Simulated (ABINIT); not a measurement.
**Diamond (Fd-3m, 2 atoms a cell): G0W0 in ABINIT against the bands in the self-energy**

Wanted: the cheapest bands in the self-energy that holds the gap of Diamond (Fd-3m, 2 atoms a cell).

Program: ABINIT 10.8.3. Level of theory: LDA and many-body steps on it, plane waves. Results are calculated unless marked as measured.

Report form: the programs' logs are mostly left out.

**1. Set-up**

The structure is cubic, space group Fd-3m (No. 227). Conventional cell: a = 3.567 Å, b = 3.567 Å, c = 3.567 Å, α = 90.00°, β = 90.00°, γ = 90.00°. Nearest to C lie 4 C at 1.54 Å.

The cell and positions come from the Crystallography Open Database and are kept as given unless a step says otherwise.

**2. Screening, 6×6×6 mesh, 76 bands, screening to 217.7 eV**

This step: ABINIT 10.8.3; RPA screening on LDA, plane waves, norm-conserving pseudopotentials.

The RPA dielectric matrix is built and inverted for each q.

File run.abi:

```
acell 3*1.0 Angstrom
rprim 
  -0.000000000000 1.783370000000 1.783370000000
  1.783370000000 -0.000000000000 1.783370000000
  1.783370000000 1.783370000000 0.000000000000
ntypat 1
znucl 6
natom 2
typat 1 1
xred 
  -0.000000000000 0.000000000000 0.000000000000
  0.250000000000 0.250000000000 0.250000000000
pp_dirpath "pseudos"
pseudos "C.upf"
ecut 37
ngkpt 6 6 6
nshiftk 1
shiftk 0 0 0
kptopt 1
chksymbreak 0
istwfk *1
occopt 1
irdwfk 1
optdriver 3
nband 76
ecuteps 8
inclvkb 2
awtr 1
symchi 1
indata_prefix "in"
outdata_prefix "out"
tmpdata_prefix "tmp"
```

Launch:

```bash
OMP_NUM_THREADS=1 mpirun -n 4 abinit run.abi > log
```

Wall time 18 s (4 MPI ranks of Arm Neoverse N1, shared host); peak memory 0.47 GiB.

This step gave:

* ε∞ with local fields, on this mesh, along the program's q direction: 5.799
* the same without local fields: 6.226
* plasma frequency: 31.18 eV
* plane waves in the screening matrix: 65

Local fields lower ε∞ by 7 %. On a Γ-centred mesh this coarse the value itself is usually too large, while a short band sum pulls it down.

**3. 12 bands**

This step: G0W0 on LDA, plane waves, norm-conserving pseudopotentials.

Changes to run.abi since step 2:

```diff
@@ -23,8 +23,17 @@
 irdwfk 1
-optdriver 3
-nband 76
+optdriver 4
+nband 12
+gwcalctyp 0
+ecutsigx 37
+symsigma 1
+nkptgw 2
+kptgw 
+  0.0000000000 0.0000000000 0.0000000000
+  0.3333333333 0.3333333333 0.0000000000
+bdgw 
+  2 7
+  3 6
 ecuteps 8
-inclvkb 2
-awtr 1
-symchi 1
+irdscr 1
+ppmodel 1
 indata_prefix "in"
```

It took 2.5 s on 4 MPI ranks; peak memory 0.12 GiB; 9.7 s of CPU time.

Numbers from this step:

```yaml
g0w0_gap_on_the_points_computed: 5.545 eV
starting_gap_on_the_mesh: 4.162 eV
k_of_the_valence_top: 0, 0, 0
k_of_the_conduction_bottom: 0.3333, 0.3333, 0
z_at_the_valence_top: 0.838
z_at_the_conduction_bottom: 0.847
least_direct_g0w0_gap_on_the_computed_points: 7.457 eV
```

**4. 22 bands**

The self-energy is evaluated for the states that the input lists, and the levels follow from it, in one-shot runs by the linearised quasiparticle equation.

Changes to run.abi since step 3:

```diff
@@ -24,3 +24,3 @@
 optdriver 4
-nband 12
+nband 22
 gwcalctyp 0
```

Wall time 2.9 s (4 MPI ranks); peak memory 0.12 GiB.

Numbers from this step:

* G0W0 gap on the points computed: 5.558 eV
* starting gap on the mesh: 4.162 eV
* k of the valence top: 0, 0, 0
* k of the conduction bottom: 0.3333, 0.3333, 0
* Z at the valence top: 0.833
* Z at the conduction bottom: 0.842
* least direct G0W0 gap on the computed points: 7.365 eV

The gap on the mesh goes from 4.16 eV to 5.56 eV, a correction of +1.40 eV.

**5. 46 bands**

Changes to run.abi since step 4:

```diff
@@ -24,3 +24,3 @@
 optdriver 4
-nband 22
+nband 46
 gwcalctyp 0
```

Elapsed: 3.7 s, on 4 MPI ranks; peak memory 0.44 GiB; 14 s of CPU time.

This step gave:

```yaml
g0w0_gap_on_the_points_computed: 5.598 eV
starting_gap_on_the_mesh: 4.162 eV
k_of_the_valence_top: 0, 0, 0
k_of_the_conduction_bottom: 0.3333, 0.3333, 0
least_direct_g0w0_gap_on_the_computed_points: 7.342 eV
```

Against the run before, the gap moves by +0.040 eV.

**6. 76 bands**

Changes to run.abi since step 5:

```diff
@@ -24,3 +24,3 @@
 optdriver 4
-nband 46
+nband 76
 gwcalctyp 0
```

Elapsed: 4.6 s, on 4 MPI ranks; peak memory 0.47 GiB; 18 s of CPU time.

Numbers from this step:

| Item | Value |
| --- | --- |
| G0W0 gap on the points computed | 5.616 eV |
| starting gap on the mesh | 4.162 eV |
| k of the valence top | 0, 0, 0 |
| k of the conduction bottom | 0.3333, 0.3333, 0 |
| least direct G0W0 gap on the computed points | 7.340 eV |

Against the run before, the gap moves by +0.018 eV.

**7. The runs together**

Times are wall times on 4 MPI ranks of Arm Neoverse N1, shared host, good to a factor of about two. A run's time includes the screening step that it read.

```tsv
run	mesh	bands	screening cutoff (eV)	DFT gap (eV)	gap on the mesh (eV)	direct (eV)	ε∞ used	time
12 bands	6×6×6	12	217.7	4.162	5.545	7.457	5.80	21 s
22 bands	6×6×6	22	217.7	4.162	5.558	7.365	5.80	21 s
46 bands	6×6×6	46	217.7	4.162	5.598	7.342	5.80	22 s
76 bands	6×6×6	76	217.7	4.162	5.616	7.340	5.80	23 s
```

**8. Summary of results**

```yaml
12_bands: 5.545 eV
22_bands: 5.558 eV
46_bands: 5.598 eV
76_bands: 5.616 eV
known_limits: not at the basis limit; coarse k mesh
```

In words: The setting moved: bands in the self-energy. From 12 bands to 76 bands the gap moves by +0.07 eV. The last step still moves it by +0.018 eV. Bands and screening cutoff are coupled, so a series along one setting does not show full convergence. Bands and cutoff are finite, so the gap is not at the basis limit. The miss can reach some tenths of an eV and take either sign; the mesh is an error of its own. In the G0W0 runs levels were corrected at 2 k points alone, so a gap called «on the mesh» is the least over those, and an edge elsewhere would be missed. The 6×6×6 mesh is coarse for this cell, which bears on the long-range parts of exchange and screening.

[Paths, hosts, dates, memory and timing lines, banners, echoed tables and standing remarks are left out of the program output.]

[Logs are printed without paths, hosts, clocks, repeated set-up lines and the standing remarks that a program may print on its own settings, such as how far it seeks lower states.]

[Runs of the session that timed out or met a known fault of the program may be left out.]

[Hosts, paths, dates, database ids (printed as entryN), source tags and the programs' standing remarks are cut or masked in the printed files.]

[G0W0 gaps are taken among the corrected bands and points alone; a level outside them can change the order at an edge.]

[Where Ansatz stands beside ABINIT at settings called matched, ABINIT's density can come from a denser mesh and the files from another edition; pairs whose starting gaps differed by over 0.03 eV were left out, so agreement reads better than it is.]
